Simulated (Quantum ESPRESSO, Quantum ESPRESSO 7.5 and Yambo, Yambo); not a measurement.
# Excitons of CdWO4 (P2/c): kernels and approximations

Aim: the absorption spectrum of CdWO4 (P2/c) with electron-hole interaction, and what each part of the kernel does.

Main program and level: Quantum ESPRESSO 7.5 and Yambo 5.3.0; LDA and many-body steps on it, plane waves.

**1. Set-up**

The structure is monoclinic, space group P2/c (No. 13). The conventional cell has a = 5.040 Å, b = 5.870 Å, c = 5.084 Å, α = 90.00°, β = 91.48°, γ = 90.00°. Nearest to Cd lie 6 O at 2.20 to 2.43 Å. Nearest to W lie 6 O at 1.78 to 2.15 Å. O has 2 W at 1.92 to 2.15 Å and 1 Cd at 2.20 Å nearest. Nearest to O lie 1 W at 1.78 Å and 2 Cd at 2.28 to 2.43 Å. Farther neighbours and most contacts between anions are not listed.

Structure file:

```cif
data_structure
_symmetry_space_group_name_H-M 'P 1'
_symmetry_Int_Tables_number 1
_cell_length_a 5.0400
_cell_length_b 5.8701
_cell_length_c 5.0841
_cell_angle_alpha 90.000
_cell_angle_beta 91.476
_cell_angle_gamma 90.000
_cell_volume 150.36
loop_
_atom_site_label
_atom_site_type_symbol
_atom_site_fract_x
_atom_site_fract_y
_atom_site_fract_z
_atom_site_occupancy
Cd1 Cd 0.50000 0.69729 0.25000 1
Cd2 Cd 0.50000 0.30271 0.75000 1
W3 W 0.00000 0.17855 0.25000 1
W4 W 0.00000 0.82145 0.75000 1
O5 O 0.20180 0.09550 0.95040 1
O6 O 0.79820 0.09550 0.54960 1
O7 O 0.79820 0.90450 0.04960 1
O8 O 0.20180 0.90450 0.45040 1
O9 O 0.24200 0.37030 0.38390 1
O10 O 0.75800 0.37030 0.11610 1
O11 O 0.75800 0.62970 0.61610 1
O12 O 0.24200 0.62970 0.88390 1
```

The cell and positions come from the Crystallography Open Database and are kept as given unless a step says otherwise. Spin-orbit coupling is left out unless a step names it.

**2. Empty states on the mesh, 4×2×2 mesh, 216 bands**

This step: Quantum ESPRESSO 7.5; DFT, LDA, plane waves, norm-conserving pseudopotentials.

The sums over transitions need many empty states on a uniform mesh; this step solves for them.

pw.in reads:

```
&control
  calculation = 'nscf'
  prefix = 'x'
  outdir = 'o'
  pseudo_dir = 'pseudo'
/
&system
  ibrav = 0
  nat = 12
  ntyp = 3
  ecutwfc = 94.0
  nbnd = 216
  force_symmorphic = .true.
/
&electrons
  conv_thr = 1e-9
  electron_maxstep = 80
  diago_full_acc = .true.
  diago_thr_init = 5e-6
/
ATOMIC_SPECIES
  Cd 112.41 Cd.upf
  W 183.84 W.upf
  O 15.999 O.upf
CELL_PARAMETERS angstrom
  5.0400000000 -0.0000000000 0.0000000000
  -0.0000000000 5.8701000000 -0.0000000000
  -0.1309573182 -0.0000000000 5.0824131071
ATOMIC_POSITIONS crystal
  Cd 0.5000000000 0.6972900000 0.2500000000
  Cd 0.5000000000 0.3027100000 0.7500000000
  W 0.0000000000 0.1785500000 0.2500000000
  W 0.0000000000 0.8214500000 0.7500000000
  O 0.2018000000 0.0955000000 0.9504000000
  O 0.7982000000 0.0955000000 0.5496000000
  O 0.7982000000 0.9045000000 0.0496000000
  O 0.2018000000 0.9045000000 0.4504000000
  O 0.2420000000 0.3703000000 0.3839000000
  O 0.7580000000 0.3703000000 0.1161000000
  O 0.7580000000 0.6297000000 0.6161000000
  O 0.2420000000 0.6297000000 0.8839000000
K_POINTS automatic
  4 2 2 0 0 0
```

Command:

```console
$ OMP_NUM_THREADS=1 mpirun -n 8 pw.x -nk 4 -in pw.in > pw.out
```

The program printed:

```text
Program PWSCF v.7.5 starts

     This program is part of the open-source Quantum ESPRESSO suite
     for quantum simulation of materials; please cite
         "P. Giannozzi et al., J. Phys.:Condens. Matter 21 395502 (2009);
         "P. Giannozzi et al., J. Phys.:Condens. Matter 29 465901 (2017);
         "P. Giannozzi et al., J. Chem. Phys. 152 154105 (2020);
     in publications or presentations arising from this work. More details at

     Atomic positions and unit cell read from directory:
     o/x.save/

     Message from routine setup:
[...]
k = 0.0000-0.4293 0.0000 ( 15614 PWs)   bands (ev):

[...]
[... 15 further rows ...]
    59.8378  59.9404  59.9696  59.9855  60.2287  60.5007  60.8965  61.1959
    61.2764  61.6543  61.8190  62.0050  62.0202  62.4121  62.4517  62.4677

          k = 0.0000-0.4293-0.4958 ( 15656 PWs)   bands (ev):

     [... further k-points ...]

     highest occupied, lowest unoccupied level (ev):     8.7283   11.7260

     XML data file, pseudopotentials, collected wavefunctions

=------------------------------------------------------------------------------=
   JOB DONE.
=------------------------------------------------------------------------------=
```

Wall time 89 s (8 MPI ranks of Arm Neoverse V2, shared host); peak memory 1.8 GiB.

Numbers from this step:

```
gap                                                           : 2.998 eV
k of the valence top                                          : 0, -0.5, 0
k of the conduction bottom                                    : 0, -0.5, 0
least direct gap                                              : 2.998 eV
k points computed                                             : 12
lowest point of the top converged band, above the valence top : 53.7394 eV
```

On this mesh the gap is 2.998 eV.

The density comes from a self-consistent run that is not shown.

**3. Conversion and set-up**

This step: Yambo 5.3.0; conversion and set-up on LDA, plane waves, norm-conserving pseudopotentials.

The states are converted to the many-body program's format and the q mesh is built.

Command:

```console
$ (cd o/x.save; p2y > p2y.log; mv SAVE ../..); yambo > setup.log
```

The program printed:

```text
 Yambo, version 5.3.0

 [02] CORE Variables Setup
 =========================

  [02.01] Unit cells
  ==================

  Cell kind             :  Unknown
  Atoms in the cell     :  Cd  W  O
  number of Cd atoms    :  2
  number of W  atoms    :  2
  number of O  atoms    :   8

  List of atomic masses
  Mass of Cd    :  112.4100
  Mass of W     :  183.8400
  Mass of O     :  15.99900

  List of atomic coordinates    : [cc]
  Cd1       :  4.700241  7.734955  2.401092  order 1
  Cd2       :  4.576505  3.357926  7.203277  order 2
[...]
K/Q-points units:
 rlu = crystal or reduced units; cc = cartesian coordinates; iku = interal k-units

 Q [ 1]         [rlu]:  0.000000  0.000000  0.000000
 Q [ 2]         [rlu]:  0.35366E-17   0.0000     -0.50000
 Q [ 3]         [rlu]:  0.000000 -0.500000  0.000000
[...]
Q [ 8]         [rlu]:  0.250000 -0.500000 -0.500000
 Q [ 9]         [rlu]: -0.50000       0.0000      0.12732E-17
 Q [10]         [rlu]:  0.500000  0.000000 -0.500000
 Q [11]         [rlu]: -0.50000     -0.50000      0.12732E-17
 Q [12]         [rlu]:  0.500000  0.500000 -0.500000

  [03.01] X indexes
  =================

   [03.01.01] Sigma indexes
   ========================

 [06] Game Over & Game summary
```

Run time: 4.6 s. Hardware: 1 MPI rank; peak memory 0.26 GiB.

**4. Screening and self-energy, 4×2×2 mesh, 216 bands, screening to 95.2 eV**

Now the one-shot GW correction: screening in the RPA, then the self-energy of the levels asked for.

This step: G0W0 on LDA, plane waves, norm-conserving pseudopotentials.

gw1.in reads:

```
HF_and_locXC
gw0
dyson
ppa
em1d
rim_cut
RandQpts= 1000000
RandGvec= 1 RL
EXXRLvcs= 94 Ry
VXCRLvcs= 376 Ry
Chimod= "HARTREE"
% BndsRnXp
 1 | 216 |
%
NGsBlkXp= 7 Ry
% LongDrXp
 1 | 1 | 1 |
%
% GbndRnge
 1 | 216 |
%
DysSolver= "n"
ExtendOut
PPAPntXp= 27.21138 eV
% QPkrange
 3 | 3 | 57 | 60 |
 1 | 1 | 57 | 60 |
%
```

Command:

```console
$ OMP_NUM_THREADS=1 mpirun -n 8 yambo -F gw1.in -J gw1 -C gw1 > gw1.log
```

The program printed:

```text
 Yambo, version 5.3.0

 [02] CORE Variables Setup
 =========================

  [... cell, symmetries and grids as in the set-up ...]

  [02.05] Energies & Occupations
  ==============================

  [X] === General ===
  [X] Electronic Temperature                        :  0.000000  0.000000 [eV K]
  [X] Bosonic    Temperature                        :  0.000000  0.000000 [eV K]
  [X] Finite Temperature mode                       : no
  [X] El. density                                   :  0.77146E+24 [cm-3]
[...]
Sx RL components                                 :  15645

   QP @ state[ 1 ] K range                          :  1  1
   QP @ state[ 1 ] b range                          :   57   60
   QP @ state[ 2 ] K range                          :  3  3
   QP @ state[ 2 ] b range                          :   57   60
   GF energies kind                                 : Slater exchange(X)+Perdew & Wang(C)
   GF WF`s kind                                     : Slater exchange(X)+Perdew & Wang(C)
   Xs energies kind                                 : Slater exchange(X)+Perdew & Wang(C)
   Xs WF`s kind                                     : Slater exchange(X)+Perdew & Wang(C)

 [11] Game Over & Game summary
```

Elapsed: 4.6 min, on 8 MPI ranks; peak memory 15 GiB.

Numbers from this step:

* G0W0 gap on the points computed: 4.803 eV
* starting gap on the mesh: 2.998 eV
* k of the valence top: 0, -0.5, 0
* k of the conduction bottom: 0, -0.5, 0
* least direct G0W0 gap on the computed points: 4.803 eV

The gap on the mesh goes from 3.00 eV to 4.80 eV, a correction of +1.81 eV.

The gap opens by 1.805 eV; the next steps shift the empty bands rigidly by 1.805 eV.

**5. Excitons**

Optical absorption needs the electron-hole interaction, solved here in a basis of vertical transitions on the mesh.

This step: Bethe-Salpeter equation on LDA with a scissors shift, plane waves, norm-conserving pseudopotentials.

bse3.in reads:

```
optics
bss
bse
em1s
dipoles
rim_cut
RandQpts= 1000000
RandGvec= 1 RL
Chimod= "HARTREE"
BSKmod= "SEX"
BSEmod= "resonant"
BSSmod= "d"
BSENGexx= 30 Ry
BSENGBlk= 6 Ry
% BSEQptR
 1 | 1 |
%
% BSEBands
 39 | 68 |
%
% BEnRange
 0 | 10 | eV
%
% BDmRange
 0.1 | 0.1 | eV
%
BEnSteps= 101
% BLongDir
 1 | 0 | 0 |
%
% BndsRnXs
 1 | 131 |
%
NGsBlkXs= 6 Ry
% LongDrXs
 1 | 1 | 1 |
%
% KfnQP_E
 1.805 | 1.0 | 1.0 |
%
WRbsWF
```

Command:

```console
$ OMP_NUM_THREADS=1 mpirun -n 8 yambo -F bse3.in -J bse3 -C bse3 > bse3.log
```

The program printed:

```text
 Yambo, version 5.3.0

 [02] CORE Variables Setup
 =========================

  [... cell, symmetries and grids as in the set-up ...]

  [02.05] Energies & Occupations
  ==============================

  [X] === General ===
  [X] Electronic Temperature                        :  0.000000  0.000000 [eV K]
  [X] Bosonic    Temperature                        :  0.000000  0.000000 [eV K]
  [X] Finite Temperature mode                       : no
  [X] El. density                                   :  0.77146E+24 [cm-3]
  [X] Fermi Level                                   :  8.728327 [eV]

  [X] === Gaps and Widths ===
  [X] Conduction Band Min                           :  2.997649 [eV]
  [X] Valence Band Max                              :  0.000000 [eV]
  [X] Filled Bands                                  :   58
  [X] Empty Bands                                   :   59  216
  [X] Direct Gap                                    :  2.997649 [eV]
  [X] Direct Gap localized at k                     :  3
  [X] Indirect Gap                                  :  2.997649 [eV]
  [X] Indirect Gap between kpts                     :  3  3
  [X] Last valence band width                       :  0.441199 [eV]
  [X] 1st conduction band width                     :  0.717368 [eV]

 [03] Transferred momenta grid and indexing
 ==========================================

 [BZ sampling] Q-grid is User defined and/or read from the database

 IBZ Q-points                                      :  12
 BZ  Q-points                                      :  16

 K/Q-points units:
 rlu = crystal or reduced units; cc = cartesian coordinates; iku = interal k-units

 Q [ 1]         [rlu]:  0.000000  0.000000  0.000000
 Q [ 2]         [rlu]:  0.35366E-17   0.0000     -0.50000
 Q [ 3]         [rlu]:  0.000000 -0.500000  0.000000
 Q [ 4]         [rlu]:  0.35366E-17 -0.50000     -0.50000
 Q [ 5]         [rlu]:  0.25000       0.0000     -0.63661E-18
 Q [ 6]         [rlu]:  0.250000  0.000000 -0.500000
 Q [ 7]         [rlu]:  0.25000     -0.50000     -0.63661E-18
 Q [ 8]         [rlu]:  0.250000 -0.500000 -0.500000
 Q [ 9]         [rlu]: -0.50000       0.0000      0.12732E-17
 Q [10]         [rlu]:  0.500000  0.000000 -0.500000
 Q [11]         [rlu]: -0.50000     -0.50000      0.12732E-17
 Q [12]         [rlu]:  0.500000  0.500000 -0.500000

  [03.01] X + BSE indexes
  =======================

   [03.01.01] Sigma indexes
   ========================

 [04] Coloumb potential Random Integration (RIM)
 ===============================================

  [04.01] RIM initialization
  ==========================

  * Diagonal components only detected *

  8 x (sBL volume)        :  0.122227 [a.u.]
  sBZ random points       :  1000000
  Points outside the sBZ  :   7990763
  RL volume               :  0.244454 [a.u.]
  Integrated volume       :  0.244736 [a.u.]

  [04.02] RIM integrals
  =====================

  Gamma point sphere radius             :  0.090020 [a.u.]
  Points outside the sphere             :   802047
  [Int_sBZ(q=0) 1/q^2]*(Vol_sBZ)^(-1/3) =:  7.360908
                                 should be <:  7.795600

  Summary of Coulomb integrals for non-metallic bands |Q|[au] RIM/Bare

  Q [1] 0.100000E-4 0.944239 * Q [5] 0.164981 0.757648
  Q [3] 0.283208 1.090704 * Q [2] 0.327100 1.166716
  Q [7] 0.327758 1.035984 * Q [9] 0.329963 0.924099
  Q [6] 0.362537 1.099478 * Q [4] 0.432668 1.091057
  Q [11] 0.434836 0.993103 * Q [10] 0.458595 1.023114
  Q [8] 0.460044 1.064249 * Q [12] 0.538996 1.023870

 [WARNING] [Xs] User bands 1-131 break level degeneracy

 [05] External/Internal QP corrections
 =====================================

 [QP_apply] Action to be applied: USER defined scissor

  [05.01]  QP corrections report
  ==============================

  [K+QP] === General ===
  [K+QP] Electronic Temperature                     :  0.000000  0.000000 [eV K]
  [K+QP] Bosonic    Temperature                     :  0.000000  0.000000 [eV K]
  [K+QP] Finite Temperature mode                    : no
[...]
-60.61351 -60.61335 -38.42958 -38.40300 -38.39393 -38.31560 -38.31544 -38.24455
  -17.72640 -16.55433 -16.33939 -16.32500 -16.31049 -16.11747 -15.90156 -15.72812
  -6.597688 -6.458123 -6.412741 -6.208533 -6.165365 -6.147867 -6.098893 -5.841003
  -5.812067 -5.575797 -5.231504 -4.943924 -4.841690 -4.308204 -4.210203 -3.867175
  -3.820635 -3.611352 -2.806494 -2.785697 -2.745435 -2.318568 -2.174020 -1.868978
[...]
[... 3 further rows ...]
[...]
Eqp @ K [ 2]
[...]
[... 3 further rows ...]
[...]
Eqp @ K [ 3]
[...]
[... 3 further rows ...]
[...]
Eqp @ K [ 4]
[...]
[... 3 further rows ...]
[...]
Eqp @ K [ 5]
[...]
[... 3 further rows ...]
[...]
Eqp @ K [ 6]
[...]
[... 3 further rows ...]
[...]
Eqp @ K [ 7]
[...]
[... 3 further rows ...]
[...]
Eqp @ K [ 8]
[...]
[... 3 further rows ...]
[...]
Eqp @ K [ 9]
[...]
12.12269  12.81050  13.03622  13.35826  13.67724  14.71243  15.07838  15.47147
     [... 45 further rows ...]
   26.27362  26.27362  26.56518  26.56518  26.95348  26.95348  28.20835  28.20835
   28.76967  28.76967  29.81431  29.81431  30.30754  30.30754  31.31148  31.31148

 [06] Dipoles
 ============

  [06.01] Setup: observables and procedures
  =========================================

  [WARNING] [x,Vnl] slows the Dipoles computation. To neglect it rename the ns.kb_pp file

  [WARNING] [r,Vnl^pseudo] included in position and velocity dipoles.

  [WARNING] In case H contains other non local terms, these are neglected

 [07] Static Dielectric Matrix
 =============================

 [SLK-Inversion]  Pools        :  2
 [SLK-Inversion]  BLACS grid   :  2  2

 [WR./bse3//ndb.em1s]------------------------------------------------------------
  Brillouin Zone Q/K grids (IBZ/BZ)                :  12  16  12  16
  RL vectors                                       :  18397 [WF]
  Coulomb cutoff potential                         : none
  Electronic Temperature                           :  0.000000 [K]
  Bosonic    Temperature                           :  0.000000 [K]
  Static diel. fun.  energies                      : Slater exchange(X)+Perdew & Wang(C)
  wavefunctions                                    : Slater exchange(X)+Perdew & Wang(C)
  Global Gauge                                     : length
  X matrix size                                    :  261
  X band range                                     :    1  131
  X e/h energy range                               : -1.000000 -1.000000 [eV]
  X Time ordering                                  : T
  X Hxc Kernel                                     : HARTREE
  X Drude frequency                                :  0.000000  0.000000
  X poles                                          :  100.0000 [o/o]
  RL vectors in the sum                            :  18397
  [r,Vnl] included                                 : yes
  Field direction                                  :  0.577350E-5  0.577350E-5  0.577350E-5
  BZ energy Double Grid                            : no
  BZ energy DbGd points                            : 0
  BZ Q point size factor                           : -1.000000
  X Optical Averaged directions                    : none

 [08] Bethe Salpeter Equation driver
 ===================================

  [08.01] Bethe Salpeter Equation @q1
  ===================================

   [08.01.01] Transition pre-analysis @q1
   ======================================

   [08.01.02] Transition Groups build-up @q1
   =========================================

   [BSK] Transition groups (total):   48
   [BSK] Size (resonant):   3200
   [BSK]         (total):   3200
   [BSK] N. of matrices :  1

   [08.01.03] Loading Dipoles @q1
   ==============================

   [08.01.04] Independent Particles properties @q1
   ===============================================

   ==========================================================

   [BSE] Exchange components :  2827
   [BSE] Correlation components :   261   693

    [08.01.05.01] Screened interaction header I/O
    =============================================

    [08.01.05.02] Main kernel loop
    ==============================

    [08.01.05.03] Wave-Function Phases
    ==================================

    [BSE] WF phases found       :  70.83333 [o/o]

   [08.01.06] BSE solver(s) @q1
   ============================

   [SLK-Digonalization]  Pools        :  2
   [SLK-Digonalization]  BLACS grid   :  2  2

   [08.01.07] Diago Solver @q1
   ===========================

 [11] Game Over & Game summary
```

The job ended after 4.3 min (8 MPI ranks; peak memory 6.1 GiB; 33 min of CPU time).

Numbers from this step:

| Quantity | Value |
| --- | --- |
| transitions in the window | 3200 |
| direct gap of the transition levels | 4.803 eV |
| lowest state | 4.184 eV |
| first strong exciton (over a fiftieth of the strongest listed) | 4.552 eV |
| binding of the lowest state below the direct gap | 0.6187 eV |
| Coulomb term of one mesh cell | 0.6141 eV |

The binding is 1.0 times the screened Coulomb term of one mesh cell (0.61 eV), so it is not shown settled.

The lowest state lies at 4.184 eV, 0.619 eV under the direct gap.

Lines within 3 meV are set at the lowest of them, and the highest group, which the list may cut short, is left out. Lines of the exciton spectrum (strongest = 100):

```csv
position (eV),lines merged,"strength, relative"
4.184,1,0.9
4.420,1,0.0
4.534,1,0.0
4.551,1,2.4
4.559,1,65
4.567,2,5.4
4.584,1,25
4.617,1,0.3
4.637,1,0.3
4.669,1,100
4.687,1,2.4
4.725,1,0.1
4.740,1,0.0
4.754,1,19
4.781,1,0.0
4.788,1,0.0
4.795,1,42
4.812,1,0.1
4.829,1,0.0
4.835,1,17
4.838,2,0.8
```

Field along x; broadening 0.1 eV; transition window only. Limits: finite bands, cutoff and mesh; d shell near the gap, gap tends to lie low; no spin-orbit coupling; coarse k mesh; exciton not shown settled in the k mesh. ε₂ against photon energy; read off at these points:

```csv
photon energy (eV),BSE,no electron-hole interaction
0.00,0.0180,0.0198
0.30,0.0197,0.0217
0.50,0.0211,0.0231
0.80,0.0233,0.0255
1.10,0.0260,0.0283
1.40,0.0292,0.0316
1.60,0.0318,0.0341
1.90,0.0363,0.0385
2.20,0.0421,0.0440
2.40,0.0468,0.0483
2.70,0.0559,0.0562
3.00,0.0686,0.0663
3.20,0.0801,0.0748
3.50,0.106,0.0914
3.80,0.152,0.115
4.10,0.266,0.150
4.30,0.485,0.186
4.60,2.64,0.279
4.90,2.02,0.504
5.10,3.11,0.991
5.40,3.99,3.23
5.70,5.11,5.37
5.90,5.53,8.80
6.20,5.59,10.4
6.50,4.30,12.0
6.80,4.17,8.60
7.00,4.77,7.17
7.10,5.53,5.67
7.30,4.87,6.55
7.40,5.72,6.20
7.60,5.67,5.16
7.80,4.37,4.97
8.00,4.86,3.51
8.10,4.09,3.87
8.40,3.19,4.53
8.60,3.25,3.84
8.90,4.43,3.02
9.00,4.87,2.88
9.20,3.49,2.95
9.50,2.19,4.20
9.70,2.19,3.74
10.00,2.45,2.65
```

(Continued in part 2 of 3.)

[Paths, hosts, dates, memory and timing lines, banners, echoed tables and standing remarks are left out of the program output.]

[Logs are printed without paths, hosts, clocks, repeated set-up lines and the standing remarks that a program may print on its own settings, such as how far it seeks lower states.]

[Runs of the session that timed out or met a known fault of the program may be left out.]

[Hosts, paths, dates, database ids (printed as entryN), source tags and the programs' standing remarks are cut or masked in the printed files.]
